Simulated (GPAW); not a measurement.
Consider YCo3B2 (P6/mmm).

```cif
data_structure
_symmetry_space_group_name_H-M 'P 1'
_symmetry_Int_Tables_number 1
_cell_length_a 5.0330
_cell_length_b 5.0330
_cell_length_c 3.0380
_cell_angle_alpha 90.000
_cell_angle_beta 90.000
_cell_angle_gamma 120.000
_cell_volume 66.65
loop_
_atom_site_label
_atom_site_type_symbol
_atom_site_fract_x
_atom_site_fract_y
_atom_site_fract_z
_atom_site_occupancy
Y1 Y 0.00000 0.00000 0.00000 1
Co2 Co 0.00000 0.50000 0.50000 1
Co3 Co 0.50000 0.50000 0.50000 1
Co4 Co 0.50000 0.00000 0.50000 1
B5 B 0.66667 0.33333 0.00000 1
B6 B 0.33333 0.66667 0.00000 1
```

Absorber: atom 5, with 6 Co at 2.10 Å (distorted trigonal prismatic, site symmetry -6m2). Method: GPAW, LDA, excited-electron core hole (neutral cell), 18-atom cell with 5.9 Å between holes, 4×4×4 k points, dipole transitions, Gaussian full width 0.9 eV up to 4 eV, rising linearly to 3.5 eV at 25 eV.

**Question.** Predict the near-edge structure at the B K edge.

Main maxima up to 24 eV above the zero (height): 1.2 eV (1.45), 3.8 eV (2.08), 5.7 eV (1.76), 11.9 eV (1.03), 15.8 eV (1.11) and 20.1 eV (0.72). A K edge sees empty p states on the absorber. The total-energy difference is 184.91 eV. The functional leaves an error in such absolute values: in the free atom LDA prices this hole 2.2 eV below PBE (computed apart), and PBE is itself good to a few eV.

The B K spectrum (energy from the lowest empty level; intensity scaled to a mean of 1 over the first 20 eV; polarised curves are means over the symmetry-equivalent atoms):

| E (eV) | isotropic | ε ⊥ c | ε ∥ c |
| --- | --- | --- | --- |
| -2.0 | 0.00 | 0.00 | 0.00 |
| -1.5 | 0.00 | 0.00 | 0.00 |
| -1.0 | 0.00 | 0.00 | 0.01 |
| -0.5 | 0.09 | 0.09 | 0.09 |
| 0.0 | 0.45 | 0.44 | 0.47 |
| 0.5 | 0.96 | 0.93 | 1.02 |
| 1.0 | 1.40 | 1.49 | 1.22 |
| 1.5 | 1.34 | 1.45 | 1.11 |
| 2.0 | 1.08 | 0.99 | 1.25 |
| 2.5 | 1.12 | 1.03 | 1.29 |
| 3.0 | 1.36 | 1.49 | 1.08 |
| 3.5 | 1.90 | 2.44 | 0.84 |
| 4.0 | 2.05 | 2.43 | 1.28 |
| 4.5 | 1.74 | 1.75 | 1.72 |
| 5.0 | 1.58 | 1.54 | 1.67 |
| 5.5 | 1.73 | 1.87 | 1.45 |
| 6.0 | 1.68 | 1.95 | 1.15 |
| 6.5 | 1.33 | 1.56 | 0.87 |
| 7.0 | 0.91 | 1.09 | 0.56 |
| 7.5 | 0.55 | 0.68 | 0.28 |
| 8.0 | 0.34 | 0.43 | 0.17 |
| 8.5 | 0.28 | 0.33 | 0.16 |
| 9.0 | 0.31 | 0.34 | 0.25 |
| 9.5 | 0.41 | 0.38 | 0.46 |
| 10.0 | 0.54 | 0.43 | 0.77 |
| 10.5 | 0.71 | 0.48 | 1.17 |
| 11.0 | 0.88 | 0.52 | 1.59 |
| 11.5 | 1.00 | 0.54 | 1.91 |
| 12.0 | 1.03 | 0.57 | 1.95 |
| 12.5 | 0.98 | 0.61 | 1.72 |
| 13.0 | 0.90 | 0.64 | 1.43 |
| 13.5 | 0.87 | 0.68 | 1.24 |
| 14.0 | 0.89 | 0.75 | 1.15 |
| 14.5 | 0.95 | 0.87 | 1.09 |
| 15.0 | 1.03 | 1.02 | 1.06 |
| 15.5 | 1.10 | 1.13 | 1.04 |
| 16.0 | 1.10 | 1.15 | 0.99 |
| 16.5 | 1.01 | 1.07 | 0.89 |
| 17.0 | 0.87 | 0.93 | 0.76 |
| 17.5 | 0.73 | 0.78 | 0.63 |
| 18.0 | 0.65 | 0.70 | 0.56 |
| 18.5 | 0.63 | 0.68 | 0.53 |
| 19.0 | 0.66 | 0.72 | 0.53 |
| 19.5 | 0.70 | 0.78 | 0.54 |
| 20.0 | 0.72 | 0.82 | 0.52 |
| 20.5 | 0.71 | 0.82 | 0.50 |
| 21.0 | 0.68 | 0.78 | 0.49 |
| 21.5 | 0.64 | 0.71 | 0.50 |
| 22.0 | 0.59 | 0.63 | 0.52 |
| 22.5 | 0.56 | 0.57 | 0.53 |
| 23.0 | 0.53 | 0.54 | 0.53 |
| 23.5 | 0.51 | 0.52 | 0.50 |
| 24.0 | 0.50 | 0.52 | 0.45 |
| 24.5 | 0.48 | 0.52 | 0.41 |
| 25.0 | 0.47 | 0.52 | 0.37 |
| 25.5 | 0.45 | 0.51 | 0.34 |
| 26.0 | 0.44 | 0.50 | 0.33 |
| 26.5 | 0.44 | 0.49 | 0.33 |
| 27.0 | 0.44 | 0.49 | 0.35 |
| 27.5 | 0.46 | 0.50 | 0.37 |
| 28.0 | 0.47 | 0.51 | 0.39 |
| 28.5 | 0.47 | 0.51 | 0.40 |
| 29.0 | 0.47 | 0.49 | 0.42 |
| 29.5 | 0.45 | 0.47 | 0.42 |
| 30.0 | 0.43 | 0.43 | 0.41 |
| 30.5 | 0.39 | 0.39 | 0.39 |
| 31.0 | 0.36 | 0.36 | 0.38 |
| 31.5 | 0.34 | 0.33 | 0.37 |
| 32.0 | 0.34 | 0.32 | 0.37 |

The hole lies in one spin channel, while the script sums the empty states of both and takes the lower zero; where the two channels are split, this blurs and shifts the curve. The starting moments shrank to 0.00 μB or less, so this is hardly a magnetic state. The holes are only 5.9 Å apart, so the shape is probably not converged with cell size; no larger cell was run here. The mesh is coarse (0.27 Å⁻¹ between points), so small maxima may be mesh ripples. The structure is a published determination, not relaxed.

[Banner, clock and machine lines of the logs are left out without a mark of their own.]

[Logs are printed without paths, hosts, clocks, repeated set-up lines and the standing remarks that a program may print on its own settings, such as how far it seeks lower states.]

[Hosts, paths, dates, database ids (printed as entryN), source tags and the programs' standing remarks are cut or masked in the printed files.]

[Lists of maxima count a maximum above −3 eV only where it reaches 4 % of the highest in the window and stands out from its surroundings by 2 % of it (1.5 % where it reaches 55 %); shoulders and weaker maxima are passed over, and of the rest the first, up to two pre-edge ones and the few strongest are named.]
